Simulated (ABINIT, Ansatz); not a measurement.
# AlSbTe3 (Pm-3m): zone-centre phonons, part 2 of 5

Which modes does AlSbTe3 (Pm-3m) have at the zone centre?

ABINIT 10.8.3; DFT LDA, scalar-relativistic, plane waves, HGH norm-conserving pseudopotentials.

So far. Step 2 (Relaxing the cell and atoms): The volume changes by +1.1 % from the cell with which this run began. The relaxed cell has a = 5.200 Å (conventional setting).

The structure was built from a prototype and need not be the compound's stable phase.

**4. Zone-centre response**

At q = 0 one unit cell holds all displacements. The response is solved for single atoms along the cell's directions, and symmetry skips those that follow from others. The crystal is treated as a metal, which screens a static field, so no field response is asked.

Contents of dfpt_gamma.abi:

```

# common to the responses
getwfk_filepath "gso_WFK"
kptopt 2
nqpt 1
qpt 0.0 0.0 0.0
asr 0
chneut 0

# displacements
rfphon 1
rfatpol 1 5
rfdir 1 1 1
tolvrs 1.0d-10
prtwf 0

# basis, mesh and filling
ecut 20.0
ixc 7
ngkpt 4 4 4
nshiftk 1
shiftk 0.0 0.0 0.0
istwfk *1
occopt 7
tsmear 0.01
nband 20
nstep 100
diemac 1000000.0
prtebands 0
prtgsr 0

# cell and atoms
acell 9.825877485 9.825877485 9.825877485
rprim 
    1.0 0.0 0.0
    0.0 1.0 0.0
    0.0 0.0 1.0
ntypat 3
znucl 51 13 52
natom 5
typat 1 2 3 3 3
xred 
    0.0 0.0 0.0
    0.5 0.5 0.5
    0.5 0.5 0.0
    0.5 0.0 0.5
    0.0 0.5 0.5
pp_dirpath "./pseudo"
pseudos "Sb.hgh, Al.hgh, Te.hgh"
```

Command:

```bash
> OMP_NUM_THREADS=1 mpirun -n 4 abinit dfpt_gamma.abi > dfpt_gamma.log
```

Numbers of over 12 decimals in the logs are rounded to 6 here.

dfpt_gamma.abo, the main output file:

```text
[banners, grids, parts of the stress and lines that vanish by symmetry left out]
- input  file    -> dfpt_gamma.abi
- output file    -> dfpt_gamma.abo
- root for input  files -> dfpt_gammai
- root for output files -> dfpt_gammao

 Symmetries : space group Pm -3 m (#221); Bravais cP (primitive cubic)
================================================================================
 Values of the parameters that define the memory need of the present run (RF).
     intxc =       0      iscf =       7    lmnmax =       6     lnmax =       6
     mgfft =      40  mpssoang =       3    mqgrid =    3001     natom =       5
  nloc_mem =       1    nspden =       1   nspinor =       1    nsppol =       1
      nsym =      48    n1xccc =       0    ntypat =       3    occopt =       7
   xclevel =       1
-    mband =          20        mffmem =           1         mkmem =           9
-   mkqmem =           9        mk1mem =           9           mpw =        4076
      nfft =       64000          nkpt =          36
- my_mband =          20
================================================================================
================================================================================

--------------------------------------------------------------------------------
------------- Echo of variables that govern the present computation ------------
--------------------------------------------------------------------------------
-
- outvars: echo of selected default values
-   iomode0 =  0 , fftalg0 =312 , wfoptalg0 =  0
-
- outvars: echo of global parameters not present in the input file
-  max_nthreads =    1
-
 -outvars: echo values of preprocessed input variables
 [... echo left out ...]
================================================================================

 chkinp: Checking input parameters for consistency.

[...]
== DATASET  1 ==================================================================
-   mpi_nproc: 4, omp_nthreads: 1 (-1 if OMP is not activated)

--- !DatasetInfo
iteration_state: {dtset: 1, }
dimensions: {natom: 5, nkpt: 36, mband: 20, nsppol: 1, nspinor: 1, nspden: 1, mpw: 4076, }
cutoff_energies: {ecut:  20.0, pawecutdg:  -1.0, }
electrons: {nelect:   2.60000000E+01, charge:   0.00000000E+00, occopt:   7.00000000E+00, tsmear:   1.00000000E-02, }
meta: {optdriver: 1, rfphon: 1, }
...

 mkfilename: getwfk from: gso_WFK

 Exchange-correlation functional for the present dataset will be:
  LDA: Perdew-Wang 92 LSD fit to Ceperley-Alder data - ixc=7
 Citation for XC functional:
  J.P.Perdew and Y.Wang, PRB 45, 13244 (1992)

 Real(R)+Recip(G) space primitive vectors, cartesian coordinates (Bohr,Bohr^-1):
 R(1)=  9.8258775  0.0000000  0.0000000  G(1)=  0.1017721  0.0000000  0.0000000
 R(2)=  0.0000000  9.8258775  0.0000000  G(2)=  0.0000000  0.1017721  0.0000000
 R(3)=  0.0000000  0.0000000  9.8258775  G(3)=  0.0000000  0.0000000  0.1017721
 Unit cell volume ucvol=  9.4866753E+02 bohr^3
 Angles (23,13,12)=  9.00000000E+01  9.00000000E+01  9.00000000E+01 degrees
 setup1 : take into account q-point for computing boxcut.

 getcut: wavevector=  0.0000  0.0000  0.0000  ngfft=  40  40  40
         ecut(hartree)=     20.000   => boxcut(ratio)=   2.02213

--- Pseudopotential description ------------------------------------------------
- pspini: atom type   1  psp file is ./pseudo/Sb.hgh

- pspini: atom type   2  psp file is ./pseudo/Al.hgh

- pspini: atom type   3  psp file is ./pseudo/Te.hgh

   3.79304088E+03                                ecore*ucvol(ha*bohr**3)
--------------------------------------------------------------------------------

 ==>  initialize data related to q vector <==

 The list of irreducible perturbations for this q vector is:
    1)    idir= 1    ipert=   1
    2)    idir= 1    ipert=   2
    3)    idir= 1    ipert=   3
    4)    idir= 3    ipert=   3

[...]
The perturbation idir=   2  ipert=   1 is
 symmetric of a previously calculated perturbation.
 So, its SCF calculation is not needed.

 The perturbation idir=   3  ipert=   1 is
 symmetric of a previously calculated perturbation.
 So, its SCF calculation is not needed.

 The perturbation idir=   2  ipert=   2 is
 symmetric of a previously calculated perturbation.
 So, its SCF calculation is not needed.

 The perturbation idir=   3  ipert=   2 is
 symmetric of a previously calculated perturbation.
 So, its SCF calculation is not needed.

[...]
The perturbation idir=   2  ipert=   5 is
 symmetric of a previously calculated perturbation.
 So, its SCF calculation is not needed.

 The perturbation idir=   3  ipert=   5 is
 symmetric of a previously calculated perturbation.
 So, its SCF calculation is not needed.

--------------------------------------------------------------------------------
 Perturbation wavevector (in red.coord.)   0.000000  0.000000  0.000000
 Perturbation : displacement of atom   1   along direction   1
 Found     8 symmetries that leave the perturbation invariant.

[...]
dfpt_looppert : total number of electrons, from k and k+q
  fully or partially occupied states are    2.600000E+01 and    2.600000E+01.
 Initialisation of the first-order wave-functions :
  ireadwf=   0

--- !BeginCycle
iteration_state: {dtset: 1, }
solver: {iscf: 7, nstep: 100, nline: 4, wfoptalg: 0, }
tolerances: {tolvrs: 1.00E-10, }
...

     iter   2DEtotal(Ha)        deltaE(Ha) residm    vres2
-ETOT  1   96.014200535507     -1.099E+02 4.580E+00 2.547E+05
 ETOT  2  -1.497982     -9.751E+01 3.440E-01 2.704E+03
 ETOT  3  -2.473129     -9.751E-01 1.416E-02 2.175E+02
 ETOT  4  -2.545544     -7.241E-02 1.924E-03 5.149E-01
 ETOT  5  -2.545735     -1.914E-04 6.838E-05 2.296E-03
[...]
At SCF step   11       vres2   =  3.31E-11 < tolvrs=  1.00E-10 =>converged.
[...]
Mean square residual over all n,k,spin=   25.791E-13; max=  48.571E-11

 Thirteen components of 2nd-order total energy (hartree) are
 1,2,3: 0th-order hamiltonian combined with 1st-order wavefunctions
     kin0=   1.76005851E+02 eigvalue=   6.66949712E+00  local=  -4.81179756E+01
 4,5,6: 1st-order hamiltonian combined with 1st and 0th-order wfs
 loc psp =  -2.20381187E+02  Hartree=   4.42795009E+01     xc=  -1.96213323E+01
 note that "loc psp" includes a xc core correction that could be resolved
 7,8,9: eventually, occupation + non-local contributions
    edocc=   1.21112856E+01     enl0=   3.70982979E+01   enl1=  -1.96469062E+02
 1-9 gives the relaxation energy (to be shifted if some occ is /=2.0)
   erelax=  -2.08425125E+02
 10,11,12 Non-relaxation  contributions : frozen-wavefunctions and Ewald
 fr.local=   6.47564888E+01 fr.nonlo=   9.63612009E+01  Ewald=   4.47616991E+01
 13,14 Frozen wf xc core corrections (1) and (2)
 frxc 1  =   0.00000000E+00  frxc 2 =   0.00000000E+00
 Resulting in :
 2DEtotal=   -0.2545735977E+01 Ha. Also 2DEtotal=   -0.692730049453E+02 eV
    (2DErelax=   -2.0842512474E+02 Ha. 2DEnonrelax=    2.0587938877E+02 Ha)
    (  non-var. 2DEtotal :   -2.5457358064E+00 Ha)

[...]
Perturbation wavevector (in red.coord.)   0.000000  0.000000  0.000000
 Perturbation : displacement of atom   2   along direction   1
 Found     8 symmetries that leave the perturbation invariant.

[...]
dfpt_looppert : total number of electrons, from k and k+q
  fully or partially occupied states are    2.600000E+01 and    2.600000E+01.
 Initialisation of the first-order wave-functions :
  ireadwf=   0

--- !BeginCycle
iteration_state: {dtset: 1, }
solver: {iscf: 7, nstep: 100, nline: 4, wfoptalg: 0, }
tolerances: {tolvrs: 1.00E-10, }
...

     iter   2DEtotal(Ha)        deltaE(Ha) residm    vres2
-ETOT  1   64.245509237479     -4.898E+00 4.138E-01 1.359E+05
[...]
At SCF step   11       vres2   =  9.32E-12 < tolvrs=  1.00E-10 =>converged.
[...]
Mean square residual over all n,k,spin=   26.739E-12; max=  83.282E-10

 Thirteen components of 2nd-order total energy (hartree) are
 1,2,3: 0th-order hamiltonian combined with 1st-order wavefunctions
     kin0=   6.87318709E+01 eigvalue=   2.62339669E+00  local=  -6.44506716E+01
 4,5,6: 1st-order hamiltonian combined with 1st and 0th-order wfs
 loc psp =   2.88833618E+01  Hartree=   1.77076488E+01     xc=  -5.38200647E+00
 note that "loc psp" includes a xc core correction that could be resolved
 7,8,9: eventually, occupation + non-local contributions
    edocc=   3.87518254E+00     enl0=   3.96552138E+01   enl1=  -1.54404631E+02
 1-9 gives the relaxation energy (to be shifted if some occ is /=2.0)
   erelax=  -6.27606348E+01
 10,11,12 Non-relaxation  contributions : frozen-wavefunctions and Ewald
 fr.local=  -5.92425372E+01 fr.nonlo=   9.89709294E+01  Ewald=   2.94148308E+01
 13,14 Frozen wf xc core corrections (1) and (2)
 frxc 1  =   0.00000000E+00  frxc 2 =   0.00000000E+00
 Resulting in :
 2DEtotal=    0.6382588252E+01 Ha. Also 2DEtotal=    0.173679074172E+03 eV
    (2DErelax=   -6.2760634779E+01 Ha. 2DEnonrelax=    6.9143223031E+01 Ha)
    (  non-var. 2DEtotal :    6.3825883341E+00 Ha)

[...]
Perturbation wavevector (in red.coord.)   0.000000  0.000000  0.000000
 Perturbation : displacement of atom   3   along direction   1
 Found     4 symmetries that leave the perturbation invariant.

[...]
dfpt_looppert : total number of electrons, from k and k+q
  fully or partially occupied states are    2.600000E+01 and    2.600000E+01.
 Initialisation of the first-order wave-functions :
  ireadwf=   0

--- !BeginCycle
iteration_state: {dtset: 1, }
solver: {iscf: 7, nstep: 100, nline: 4, wfoptalg: 0, }
tolerances: {tolvrs: 1.00E-10, }
...

     iter   2DEtotal(Ha)        deltaE(Ha) residm    vres2
-ETOT  1   202.43037042299     -1.521E+02 4.660E+00 5.047E+05
[...]
At SCF step   11       vres2   =  7.46E-11 < tolvrs=  1.00E-10 =>converged.
[...]
Mean square residual over all n,k,spin=   46.542E-12; max=  12.955E-09

 Thirteen components of 2nd-order total energy (hartree) are
 1,2,3: 0th-order hamiltonian combined with 1st-order wavefunctions
     kin0=   2.96770705E+02 eigvalue=   1.10246263E+01  local=  -7.20522995E+01
 4,5,6: 1st-order hamiltonian combined with 1st and 0th-order wfs
 loc psp =  -4.34878928E+02  Hartree=   8.53575693E+01     xc=  -3.27556001E+01
 note that "loc psp" includes a xc core correction that could be resolved
 7,8,9: eventually, occupation + non-local contributions
    edocc=   1.57131807E+01     enl0=   5.16503433E+01   enl1=  -2.76538123E+02
 1-9 gives the relaxation energy (to be shifted if some occ is /=2.0)
   erelax=  -3.55708525E+02
 10,11,12 Non-relaxation  contributions : frozen-wavefunctions and Ewald
 fr.local=   1.94593574E+02 fr.nonlo=   1.38975390E+02  Ewald=   2.09562213E+01
 13,14 Frozen wf xc core corrections (1) and (2)
 frxc 1  =   0.00000000E+00  frxc 2 =   0.00000000E+00
 Resulting in :
 2DEtotal=   -0.1183339972E+01 Ha. Also 2DEtotal=   -0.322003210478E+02 eV
    (2DErelax=   -3.5570852516E+02 Ha. 2DEnonrelax=    3.5452518519E+02 Ha)
    (  non-var. 2DEtotal :   -1.1833400728E+00 Ha)

[...]
Perturbation wavevector (in red.coord.)   0.000000  0.000000  0.000000
 Perturbation : displacement of atom   3   along direction   3
 Found     8 symmetries that leave the perturbation invariant.

--------------------------------------------------------------------------------

--------------------------------------------------------------------------------

 dfpt_looppert : total number of electrons, from k and k+q
  fully or partially occupied states are    2.600000E+01 and    2.600000E+01.
 Initialisation of the first-order wave-functions :
  ireadwf=   0

--- !BeginCycle
iteration_state: {dtset: 1, }
solver: {iscf: 7, nstep: 100, nline: 4, wfoptalg: 0, }
tolerances: {tolvrs: 1.00E-10, }
...

     iter   2DEtotal(Ha)        deltaE(Ha) residm    vres2
-ETOT  1   281.30246560124     -9.859E+01 1.567E+00 6.329E+05
[...]
ETOT 10   11.992062386789     -3.215E-10 2.691E-08 2.894E-09
 ETOT 11   11.992062386797      8.185E-12 8.672E-09 3.713E-11

 At SCF step   11       vres2   =  3.71E-11 < tolvrs=  1.00E-10 =>converged.
[...]
Mean square residual over all n,k,spin=   43.154E-12; max=  86.717E-10

 Thirteen components of 2nd-order total energy (hartree) are
 1,2,3: 0th-order hamiltonian combined with 1st-order wavefunctions
     kin0=   2.86722722E+02 eigvalue=   1.31012867E+01  local=  -6.92742396E+01
 4,5,6: 1st-order hamiltonian combined with 1st and 0th-order wfs
 loc psp =  -4.48249775E+02  Hartree=   9.51389991E+01     xc=  -3.37170631E+01
 note that "loc psp" includes a xc core correction that could be resolved
 7,8,9: eventually, occupation + non-local contributions
    edocc=   2.59994729E+01     enl0=   4.99259072E+01   enl1=  -2.87544394E+02
 1-9 gives the relaxation energy (to be shifted if some occ is /=2.0)
   erelax=  -3.67897085E+02
 10,11,12 Non-relaxation  contributions : frozen-wavefunctions and Ewald
 fr.local=   1.24409446E+02 fr.nonlo=   1.43923462E+02  Ewald=   1.11556240E+02
 13,14 Frozen wf xc core corrections (1) and (2)
 frxc 1  =   0.00000000E+00  frxc 2 =   0.00000000E+00
 Resulting in :
 2DEtotal=    0.1199206239E+02 Ha. Also 2DEtotal=    0.326320641493E+03 eV
    (2DErelax=   -3.6789708514E+02 Ha. 2DEnonrelax=    3.7988914752E+02 Ha)
    (  non-var. 2DEtotal :    1.1992062602E+01 Ha)

[...]
---- first-order wavefunction calculations are completed ----

 ==> Compute Derivative Database <==

 [... matrices left out ...]
  Phonon wavevector (reduced coordinates) :  0.00000  0.00000  0.00000
 Phonon energies in Hartree :
  -4.313437E-04 -4.313437E-04 -4.313437E-04 -2.489067E-04 -2.489067E-04
  -2.489067E-04 -4.234035E-06 -4.234034E-06 -4.234032E-06  5.809316E-05
   5.809316E-05  5.809316E-05  1.377879E-03  1.377879E-03  1.377879E-03
 Phonon frequencies in cm-1    :
- -9.466899E+01 -9.466899E+01 -9.466899E+01 -5.462872E+01 -5.462872E+01
- -5.462872E+01 -9.292632E-01 -9.292631E-01 -9.292627E-01  1.274998E+01
-  1.274998E+01  1.274998E+01  3.024095E+02  3.024095E+02  3.024095E+02

== END DATASET(S) ==============================================================
================================================================================

 -outvars: echo values of variables after computation
            acell      9.8258774850E+00  9.8258774850E+00  9.8258774850E+00 Bohr
           etotal      1.1992062387E+01
            fcart      0.0000000000E+00  0.0000000000E+00  0.0000000000E+00
           strten      0.0000000000E+00  0.0000000000E+00  0.0000000000E+00
================================================================================
```

Run time: 1.9 min. Hardware: 4 MPI ranks of Intel Xeon at 2.70GHz, shared host.

Read from the output:

```yaml
largest_acoustic_frequency_at_the_zone_centre_before_the_sum_rule: -0.93 cm⁻¹
highest_optical_zone_centre_mode_no_lo_to_term: 302.4 cm⁻¹
lowest_optical_zone_centre_mode: -94.67 cm⁻¹
```

The acoustic modes at Γ come out as far as 0.9 cm⁻¹ from zero, where they should vanish, a small numerical error. The lowest optical mode is imaginary, 95i cm⁻¹, an instability at this level and on this k mesh.

(Continued in part 3 of 5.)

[Host names and launcher messages were left out of these logs when they were recorded.]

[Logs are printed without paths, hosts, clocks, repeated set-up lines and the standing remarks that a program may print on its own settings, such as how far it seeks lower states.]

[Hosts, paths, dates, database ids (printed as entryN), source tags and the programs' standing remarks are cut or masked in the printed files.]
